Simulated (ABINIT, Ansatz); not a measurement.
# SiO2 (P6_222): one start, several treatments of the self-energy

How much does the gap of SiO2 (P6_222) depend on the approximation to the self-energy?

Program: ABINIT 10.8.3. Level of theory: LDA and many-body steps on it, plane waves. Results are calculated unless marked as measured.

Most raw output is cut from this account.

The database entry behind the starting cell is an old determination (1926), so it need not match the best structure at ambient conditions.

**1. The structure**

It takes space group P6_222 (No. 180, hexagonal). Conventional cell: a = 5.013 Å, b = 5.013 Å, c = 5.470 Å, α = 90.00°, β = 90.00°, γ = 120.00°. Si has 4 O at 1.62 Å nearest. O has 2 Si at 1.62 Å nearest. Farther neighbours and most contacts between anions are not listed.

The cell and positions come from the Crystallography Open Database and are kept as given unless a step says otherwise.

**2. Empty states on the mesh, 3×3×2 mesh, 237 bands**

This step: ABINIT 10.8.3; DFT, LDA, plane waves, norm-conserving pseudopotentials.

The sums over transitions need many empty states on a uniform mesh; this step solves for them.

File run.abi:

```
acell 3*1.0 Angstrom
rprim 
  5.013000000017 -0.000000000004 0.000000000000
  -2.506500000005 4.341385349188 0.000000000000
  0.000000000000 0.000000000000 5.470000000000
ntypat 2
znucl 14 8
natom 9
typat 1 1 1 2 2 2 2 2 2
xred 
  0.500000000000 0.500000000000 0.333333333333
  0.000000000000 0.500000000000 0.666666666667
  0.500000000000 0.000000000000 -0.000000000000
  0.197000000000 0.803000000000 0.833333333333
  0.394000000000 0.197000000000 0.166666666667
  0.197000000000 0.394000000000 0.500000000000
  0.803000000000 0.197000000000 0.833333333333
  0.606000000000 0.803000000000 0.166666666667
  0.803000000000 0.606000000000 0.500000000000
pp_dirpath "pseudos"
pseudos "Si.upf, O.upf"
ecut 36
ngkpt 3 3 2
nshiftk 1
shiftk 0 0 0
kptopt 1
chksymbreak 0
iscf -2
irdden 1
istwfk *1
nband 237
nbdbuf 20
tolwfr 1e-09
nstep 60
prtvol 0
indata_prefix "in"
outdata_prefix "out"
tmpdata_prefix "tmp"
```

The run is started by

```console
> OMP_NUM_THREADS=1 mpirun -n 4 abinit run.abi > log
```

Run time: 2.5 min. Hardware: 4 MPI ranks of Arm Neoverse V2, shared host; peak memory 0.55 GiB.

Numbers from this step:

```yaml
gap: 5.373 eV
k_of_the_valence_top: 0, 0, 0.5
k_of_the_conduction_bottom: 0, 0, 0
least_direct_gap: 5.488 eV
k_points_computed: 6
lowest_point_of_the_top_converged_band_above_the_valence_top: 74.7948 eV
```

On this mesh the gap is 5.373 eV.

The density comes from a self-consistent run that is not shown.

**3. Screening, 3×3×2 mesh, 102 bands, screening to 114.3 eV**

The RPA dielectric matrix is built and inverted for each q.

This step: RPA screening on LDA, plane waves, norm-conserving pseudopotentials.

run.abi: that of step 2 with these lines changed.

```diff
@@ -27,10 +27,11 @@
 chksymbreak 0
-iscf -2
-irdden 1
 istwfk *1
-nband 237
-nbdbuf 20
-tolwfr 1e-09
-nstep 60
-prtvol 0
+occopt 1
+irdwfk 1
+optdriver 3
+nband 102
+ecuteps 4.2
+inclvkb 2
+awtr 1
+symchi 1
 indata_prefix "in"
```

It took 48 s on 4 MPI ranks; peak memory 1.7 GiB.

This step gave:

```
ε∞ with local fields, on this mesh, along the program's q direction : 2.355
the same without local fields                                       : 2.547
plasma frequency                                                    : 23.58 eV
plane waves in the screening matrix                                 : 339
```

Local fields lower ε∞ by 8 %. On a Γ-centred mesh this coarse the value itself is usually too large, while a short band sum pulls it down.

**4. G0W0, Godby-Needs plasmon pole**

The self-energy is evaluated for the states that the input lists, and the levels follow from it, in one-shot runs by the linearised quasiparticle equation.

This step: G0W0 on LDA, plane waves, norm-conserving pseudopotentials.

run.abi: that of step 3 with these lines changed.

```diff
@@ -30,8 +30,17 @@
 irdwfk 1
-optdriver 3
+optdriver 4
 nband 102
+gwcalctyp 0
+ecutsigx 36
+symsigma 1
+nkptgw 2
+kptgw 
+  0.0000000000 0.0000000000 0.5000000000
+  0.0000000000 0.0000000000 0.0000000000
+bdgw 
+  23 26
+  22 27
 ecuteps 4.2
-inclvkb 2
-awtr 1
-symchi 1
+irdscr 1
+ppmodel 1
 indata_prefix "in"
```

Run time: 10 s. Hardware: 4 MPI ranks; peak memory 1.2 GiB.

This step gave:

```yaml
g0w0_gap_on_the_points_computed: 8.222 eV
starting_gap_on_the_mesh: 5.373 eV
k_of_the_valence_top: 0, 0, 0.5
k_of_the_conduction_bottom: 0, 0, 0
z_at_the_valence_top: 0.813
z_at_the_conduction_bottom: 0.872
least_direct_g0w0_gap_on_the_computed_points: 8.336 eV
```

The gap on the mesh goes from 5.37 eV to 8.22 eV, a correction of +2.85 eV.

**5. G0W0, von der Linden-Horsch plasmon pole**

run.abi: that of step 4 with these lines changed.

```diff
@@ -44,3 +44,3 @@
 irdscr 1
-ppmodel 1
+ppmodel 3
 indata_prefix "in"
```

Elapsed: 6.4 s, on 4 MPI ranks; peak memory 1.1 GiB.

Numbers from this step:

```yaml
g0w0_gap_on_the_points_computed: 8.321 eV
starting_gap_on_the_mesh: 5.373 eV
k_of_the_valence_top: 0, 0, 0.5
k_of_the_conduction_bottom: 0, 0, 0
z_at_the_valence_top: 0.883
z_at_the_conduction_bottom: 0.92
least_direct_g0w0_gap_on_the_computed_points: 8.44 eV
```

Against G0W0 in ABINIT (3×3×2 mesh, 102 bands, screening to 114.3 eV, Godby-Needs plasmon pole), the gap moves by +0.099 eV.

**6. G0W0, Engel-Farid plasmon pole**

run.abi: that of step 5 with these lines changed.

```diff
@@ -44,3 +44,3 @@
 irdscr 1
-ppmodel 3
+ppmodel 4
 indata_prefix "in"
```

Run time: 6.4 s. Hardware: 4 MPI ranks; peak memory 1.1 GiB.

Numbers from this step:

```yaml
g0w0_gap_on_the_points_computed: 8.224 eV
starting_gap_on_the_mesh: 5.373 eV
k_of_the_valence_top: 0, 0, 0.5
k_of_the_conduction_bottom: 0, 0, 0
least_direct_g0w0_gap_on_the_computed_points: 8.34 eV
```

Against G0W0 in ABINIT (3×3×2 mesh, 102 bands, screening to 114.3 eV, Godby-Needs plasmon pole), the gap moves by +0.002 eV.

**7. One-shot COHSEX**

This step: one-shot COHSEX on LDA, plane waves, norm-conserving pseudopotentials.

run.abi: that of step 6 with these lines changed.

```diff
@@ -32,3 +32,3 @@
 nband 102
-gwcalctyp 0
+gwcalctyp 7
 ecutsigx 36
@@ -44,3 +44,2 @@
 irdscr 1
-ppmodel 4
 indata_prefix "in"
```

It took 3.1 s on 4 MPI ranks; peak memory 0.4 GiB.

This step gave:

| Quantity | Value |
| --- | --- |
| quasiparticle gap on the points computed | 9.758 eV |
| starting gap on the mesh | 5.373 eV |
| k of the valence top | 0, 0, 0.5 |
| k of the conduction bottom | 0, 0, 0 |
| least direct quasiparticle gap on the computed points | 9.878 eV |

Against G0W0 in ABINIT (3×3×2 mesh, 102 bands, screening to 114.3 eV, Godby-Needs plasmon pole), the gap moves by +1.536 eV.

**8. One-shot Hartree-Fock**

This step: one-shot Hartree-Fock on LDA, plane waves, norm-conserving pseudopotentials.

run.abi: that of step 7 with these lines changed.

```diff
@@ -31,4 +31,4 @@
 optdriver 4
-nband 102
-gwcalctyp 7
+nband 28
+gwcalctyp 5
 ecutsigx 36
@@ -42,4 +42,4 @@
   22 27
-ecuteps 4.2
-irdscr 1
+ixc_sigma 40
+fftgw 31
 indata_prefix "in"
```

Run time: 2.7 s. Hardware: 4 MPI ranks; peak memory 0.21 GiB.

Numbers from this step:

```
quasiparticle gap on the points computed              : 15.87 eV
starting gap on the mesh                              : 5.373 eV
k of the valence top                                  : 0, 0, 0.5
k of the conduction bottom                            : 0, 0, 0
least direct quasiparticle gap on the computed points : 15.96 eV
```

Against G0W0 in ABINIT (3×3×2 mesh, 102 bands, screening to 114.3 eV, Godby-Needs plasmon pole), the gap moves by +7.646 eV.

**9. Screening, 3×3×2 mesh, 102 bands, screening to 114.3 eV**

This step: RPA screening on LDA, plane waves, norm-conserving pseudopotentials.

run.abi: that of step 8 with these lines changed.

```diff
@@ -30,16 +30,14 @@
 irdwfk 1
-optdriver 4
-nband 28
-gwcalctyp 5
-ecutsigx 36
-symsigma 1
-nkptgw 2
-kptgw 
-  0.0000000000 0.0000000000 0.5000000000
-  0.0000000000 0.0000000000 0.0000000000
-bdgw 
-  23 26
-  22 27
-ixc_sigma 40
-fftgw 31
+optdriver 3
+nband 102
+ecuteps 4.2
+inclvkb 2
+awtr 1
+symchi 1
+gwcalctyp 2
+nfreqre 16
+freqremax 40 eV
+nfreqim 8
+spmeth 1
+nomegasf 120
 indata_prefix "in"
```

The job ended after 63 s (4 MPI ranks; peak memory 2.2 GiB).

Numbers from this step:

* ε∞ with local fields, on this mesh, along the program's q direction: 2.356
* the same without local fields: 2.548
* plasma frequency: 23.58 eV
* plane waves in the screening matrix: 339

**10. G0W0, contour deformation**

This step: G0W0 on LDA, plane waves, norm-conserving pseudopotentials.

run.abi: that of step 9 with these lines changed.

```diff
@@ -30,14 +30,16 @@
 irdwfk 1
-optdriver 3
+optdriver 4
 nband 102
+gwcalctyp 2
+ecutsigx 36
+symsigma 1
+nkptgw 2
+kptgw 
+  0.0000000000 0.0000000000 0.5000000000
+  0.0000000000 0.0000000000 0.0000000000
+bdgw 
+  23 26
+  22 27
 ecuteps 4.2
-inclvkb 2
-awtr 1
-symchi 1
-gwcalctyp 2
-nfreqre 16
-freqremax 40 eV
-nfreqim 8
-spmeth 1
-nomegasf 120
+irdscr 1
 indata_prefix "in"
```

The job ended after 7.9 s (4 MPI ranks; peak memory 1.6 GiB; 31 s of CPU time).

This step gave:

* G0W0 gap on the points computed: 8.236 eV
* starting gap on the mesh: 5.373 eV
* k of the valence top: 0, 0, 0.5
* k of the conduction bottom: 0, 0, 0
* least direct G0W0 gap on the computed points: 8.35 eV

Against G0W0 in ABINIT (3×3×2 mesh, 102 bands, screening to 114.3 eV, Godby-Needs plasmon pole), the gap moves by +0.014 eV.

**11. The runs together**

Times are wall times on 4 MPI ranks of Arm Neoverse V2, shared host, good to a factor of about two. A run's time includes the screening step that it read.

```csv
run,mesh,bands,screening cutoff (eV),DFT gap (eV),gap on the mesh (eV),direct (eV),ε∞ used,time
"G0W0, Godby-Needs plasmon pole",3×3×2,102,114.3,5.373,8.222,8.336,2.36,58 s
"G0W0, von der Linden-Horsch plasmon pole",3×3×2,102,114.3,5.373,8.321,8.440,2.36,54 s
"G0W0, Engel-Farid plasmon pole",3×3×2,102,114.3,5.373,8.224,8.340,2.36,54 s
one-shot COHSEX,3×3×2,102,114.3,5.373,9.758,9.878,2.36,51 s
one-shot Hartree-Fock,3×3×2,-,-,5.373,15.868,15.956,-,2.7 s
"G0W0, contour deformation",3×3×2,102,114.3,5.373,8.236,8.350,2.36,71 s
```

**12. What came out**

* G0W0, Godby-Needs plasmon pole: 8.222 eV
* G0W0, von der Linden-Horsch plasmon pole: 8.321 eV
* G0W0, Engel-Farid plasmon pole: 8.224 eV
* one-shot COHSEX: 9.758 eV
* one-shot Hartree-Fock: 15.868 eV
* G0W0, contour deformation: 8.236 eV
* known limits: not at the basis limit; coarse k mesh

G0W0, von der Linden-Horsch plasmon pole: +0.099 eV against G0W0, Godby-Needs plasmon pole. G0W0, Engel-Farid plasmon pole: +0.002 eV against G0W0, Godby-Needs plasmon pole. One-shot COHSEX: +1.536 eV against G0W0, Godby-Needs plasmon pole. One-shot Hartree-Fock: +7.646 eV against G0W0, Godby-Needs plasmon pole. G0W0, contour deformation: +0.014 eV against G0W0, Godby-Needs plasmon pole. Bare exchange alone opens the gap to 15.87 eV; against G0W0, correlation takes back 7.65 eV. Static COHSEX lies above G0W0: it lacks the factor Z and overstates the Coulomb hole of the filled states. Bands and cutoff are finite, so the gap is not at the basis limit. The miss can reach some tenths of an eV and take either sign; the mesh is an error of its own. In the G0W0 runs levels were corrected at 2 k points alone, so a gap called «on the mesh» is the least over those, and an edge elsewhere would be missed. The 3×3×2 mesh is coarse for this cell, which bears on the long-range parts of exchange and screening.

[Paths, hosts, dates, memory and timing lines, banners, echoed tables and standing remarks are left out of the program output.]

[Logs are printed without paths, hosts, clocks, repeated set-up lines and the standing remarks that a program may print on its own settings, such as how far it seeks lower states.]

[Runs of the session that timed out or met a known fault of the program may be left out.]

[Hosts, paths, dates, database ids (printed as entryN), source tags and the programs' standing remarks are cut or masked in the printed files.]

[G0W0 gaps are taken among the corrected bands and points alone; a level outside them can change the order at an edge.]

[Where Ansatz stands beside ABINIT at settings called matched, ABINIT's density can come from a denser mesh and the files from another edition; pairs whose starting gaps differed by over 0.03 eV were left out, so agreement reads better than it is.]
